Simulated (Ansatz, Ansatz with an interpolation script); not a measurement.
Planning a run of Ansatz 0.2.0 on KRb2RhF6 (Fm-3m). The input:

```yaml
crystal:
  lattice:
    - [0.0, 4.438, 4.438]
    - [4.438, 0.0, 4.438]
    - [4.438, 4.438, 0.0]
  atoms:
    - { symbol: K, position: [0.5, 0.5, 0.5] }
    - { symbol: Rb, position: [0.25, 0.25, 0.25] }
    - { symbol: Rb, position: [0.75, 0.75, 0.75] }
    - { symbol: Rh, position: [0.0, 0.0, 0.0] }
    - { symbol: F, position: [0.776, 0.224, 0.224] }
    - { symbol: F, position: [0.224, 0.776, 0.224] }
    - { symbol: F, position: [0.224, 0.776, 0.776] }
    - { symbol: F, position: [0.776, 0.224, 0.776] }
    - { symbol: F, position: [0.224, 0.224, 0.776] }
    - { symbol: F, position: [0.776, 0.776, 0.224] }
kpoints:
  mp_grid: { grid: [2, 2, 2] }
hamiltonian:
  xc: lda
  pseudopotentials: { kind: paw, azcp: { folder: soft_1 }, xc_functional: pbe }
scf:
  occupations: { method: fixed }
gw:
  n_empty_bands: 729
  ecut_chi: 150.0
  qp_bands: [v12, c4]
  screening: { model: contour_deformation }
```

```sh
ansatz run input.yaml --threads 8 --pin off --max-ram 18432MiB --backend cpu --events-out ev --progress --plain --runs-dir out
```

Question: How long will it take on 8 threads of Arm Neoverse V2, shared host, and how much memory?

It took 49 s; on shared hardware allow 25 s to 98 s. Peak host memory was 3.0 GiB. The sizes that set the cost: 3479 plane waves a state, 3 irreducible k points, 772 bands summed, 725 plane waves in the screening and 9 SCF cycles.

The screening grows as filled bands × empty bands × pairs of k points, times the square of the screening basis for the matrix.

[Paths, hosts, dates, memory and timing lines, banners, echoed tables and standing remarks are left out of the program output.]

[Logs are printed without paths, hosts, clocks, repeated set-up lines and the standing remarks that a program may print on its own settings, such as how far it seeks lower states.]

[Runs of the session that timed out or met a known fault of the program may be left out.]

[Hosts, paths, dates, database ids (printed as entryN), source tags and the programs' standing remarks are cut or masked in the printed files.]
